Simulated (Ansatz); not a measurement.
# ReSe (built on the sites of a database entry of MnS): the cell at rest, part 2 of 2

Wanted: the relaxed cell of ReSe (built on the sites of a database entry of MnS).

Ansatz 0.2.0; DFT r2SCAN, scalar-relativistic, plane waves, PAW.

So far. Step 2 (A coarse first look): The coarse mesh shows no gap and a pressure of -21.4 GPa. The relaxed cell has a = 5.512 Å (conventional setting).

The structure was built from a prototype and need not be the compound's stable phase.

### 5. Tight relaxation

Phonons need a cell at rest on their own settings, so the relaxation is repeated with tight tolerances on forces and stress on the k mesh and occupations of the first response run.

The input, input.yaml:

```yaml
crystal:
  lattice:
    - [0.0, 2.7559189231, 2.7559189231]
    - [2.7559189231, 0.0, 2.7559189231]
    - [2.7559189231, 2.7559189231, 0.0]
  atoms:
    - { symbol: Re, position: [0.0, 0.0, 0.0] }
    - { symbol: Se, position: [0.25, 0.25, 0.25] }
kpoints:
  mp_grid: { grid: [12, 12, 12] }
hamiltonian:
  xc: r2scan
scf:
  occupations: { method: methfessel_paxton, width: 0.15 }
output:
  forces: true
  stress: true
  eigenvalues: true
  write_density: true
  write_potential: true
  elf: true
  volumetric_format: npy
relax:
  adjacent_minimum: "off"
  f_tol: 0.001
  max_steps: 60
  cell: { stress_tol: 0.01 }
```

Run with:

```
> ansatz run input.yaml --threads 4 --pin off --max-ram 7168MiB --backend cpu --events-out ev --progress --plain --runs-dir out
```

Numbers of over 12 decimals in the logs are rounded to 6 here.

The program printed:

```text
[...]
Crystal: 2 atoms, lattice volume = 41.863 Å³
Basis set: ecut = 500 eV, 1067 PW (Γ), exchange–correlation on 120×120×120 points (64 copies of the dense FFT grid, shifted against one another)
Bands: 20, of which v1, the nominal top of the filled ones, is band 16 counted from 1 (15 counted from 0)
Symmetry: 24 space group operations
[...]
k-point 71: bands = [... 12 lower, 8.9409, 11.3727, 12.2840, 13.1020, 14.4825, 15.6543, 21.3940, 21.5645]
--- Relaxed structure (2 steps of the walk, 2 accepted, 1 SCFs on fresh bases) ---
[...]
cell:  # Å, volume = 41.8552 Å³
    - [0, 2.755749, 2.755749]
    - [2.755749, 0, 2.755749]
    - [2.755749, 2.755749, 0]
  atoms:
    - { symbol: Re, position: [0, 0, 0] }
    - { symbol: Se, position: [0.25, 0.25, 0.25] }
[key lines of the parts left out:]
SCF converged after 7 iterations
Free energy (F): -16357.383136 eV
Fermi energy:    13.310640 eV
P = ⅓ Tr σ = 0.0077 GPa (0.077 kbar)
```

Run time: 11 s. Hardware: 4 threads of Arm Neoverse V2, shared host; peak memory 0.54 GiB.

Little changed from the start: no atom moved by 0.005 Å and no cell edge by 0.1 %.

This step gave:

```
pressure : 0.007666 GPa
```

ELF in the ac plane of a cell with a along [110], b along [-110] and c along [001] of the cube at fractional y = 0.000, with atoms of Re and Se within 0.2 Å of it. It is the smooth field of the valence electrons, not physical close to the nuclei.

Ten even steps from '_' (0.01) to '@' (0.76), each cell a mean:
```
##%%++==##%%%%**==**%%##%%++==##%%%%**==**%%
@@**==%%@@@@@@@@**==%%@@**==%%@@@@@@@@**==%%
**==**@@%%++**@@%%++++**==**@@%%++**@@%%++++
====%%@@**::--%%@@**======%%@@**::--%%@@**==
::--**%%##++**%%##==::::--**%%##++**%%##==::
__..==##%%@@@@%%++::____..==##%%@@@@%%++::__
____::==##%%##**--..______::==##%%##**--..__
______::--====--..__________::--====--..____
______....::::..____________....::::..______
....__..........____......__..........____..
--::..............::::--::..............::::
++--..............::==++--..............::==
##==..............--**##==..............--**
@@%%--....::::..::**@@@@%%--....::::..::**@@
++%%++::--====----%%##++%%++::--====----%%##
```
Columns run along a (7.8 Å), rows up along c (5.5 Å), edges of the conventional cell, whose origin can differ from the input's. Atoms in or near the plane, at fractional coordinates: Re at (0.50, 0.00), Re at (0.00, 0.00), Se at (0.75, 0.75), Se at (0.25, 0.75).

Electrostatic potential energy in the ac plane of a cell with a along [110], b along [-110] and c along [001] of the cube at fractional y = 0.000, with atoms of Re and Se within 0.2 Å of it. With pseudopotentials it is smooth inside the atoms' cores, unlike the true potential.

Values in eV, 8 rows by 16 columns, each cell a mean:
```
-45 -22   4   2   1   5  -9 -41 -45 -22   4   2   1   5  -9 -41
  4   8  -3   0   2  -5   6   5   4   8  -3   0   2  -5   6   5
 16  14   0  -3  -1  -4  11  16  16  14   0  -3  -1  -4  11  16
 17  17  14   8   7  12  16  17  17  17  14   8   7  12  16  17
 17  17  17  16  16  17  17  17  17  17  17  16  16  17  17  17
 15  16  17  17  17  17  16  16  15  16  17  17  17  17  16  16
 -6   5  13  16  17  15   9  -3  -6   5  13  16  17  15   9  -3
-50 -29   6  15  15  11 -14 -47 -50 -29   6  15  15  11 -14 -47
```
Columns run along a (7.8 Å; values clipped at the 3rd and 97th percentile), rows up along c (5.5 Å), edges of the conventional cell, whose origin can differ from the input's. Atoms in or near the plane, at fractional coordinates: Re at (0.50, 0.00), Re at (0.00, 0.00), Se at (0.75, 0.75), Se at (0.25, 0.75).

Valence density in the ac plane of a cell with a along [110], b along [-110] and c along [001] of the cube at fractional y = 0.000, with atoms of Re and Se within 0.2 Å of it. It is the smooth field of the valence electrons, not physical close to the nuclei.

Ten steps, logarithmic in the rise over the least value, from '_' (0 e/Å³) to '@' (34 e/Å³), each cell a mean:
```
**++--::........::==****++--::........::==**
++==::::------::::--++++==::::------::::--++
::::::--++####==::::::::::::--++####==::::::
......--##@@@@++::..........--##@@@@++::....
____..::++%%##--..________..::++%%##--..____
______..::----::..__________..::----::..____
________........______________........______
____________________________________________
____________________________________________
____________________________________________
____________________________________________
....________________......________________..
==::..____________::--==::..____________::--
**++::..________..==++**++::..________..==++
****--..______..::++******--..______..::++**
```
Columns run along a (7.8 Å), rows up along c (5.5 Å), edges of the conventional cell, whose origin can differ from the input's. Atoms in or near the plane, at fractional coordinates: Re at (0.50, 0.00), Re at (0.00, 0.00), Se at (0.75, 0.75), Se at (0.25, 0.75).

The forces vanish by symmetry and the pressure is 0.008 GPa, within the tolerances set. The cell now holds 20.93 Å³/atom.

### 6. Results

```
space group after relaxation : F-43m
lattice constant a           : 5.511 Å
lattice constant b           : 5.511 Å
lattice constant c           : 5.511 Å
volume per atom              : 20.9 Å³
```

What this shows: The forces vanish by symmetry and the pressure is 0.008 GPa, within the tolerances set. The cell now holds 20.93 Å³/atom. The relaxation keeps the symmetry of its start, so it says nothing on stability against lower symmetry. The runs are without spin polarisation, although the cell has an odd electron count. Spin-orbit coupling is left out, which can matter for the heavy elements here. The starting cell was built on a prototype and not taken from a measurement, so the phase need not exist.

[Logs are printed without paths, hosts, clocks, repeated set-up lines and the standing remarks that a program may print on its own settings, such as how far it seeks lower states.]

[Hosts, paths, dates, database ids (printed as entryN), source tags and the programs' standing remarks are cut or masked in the printed files.]
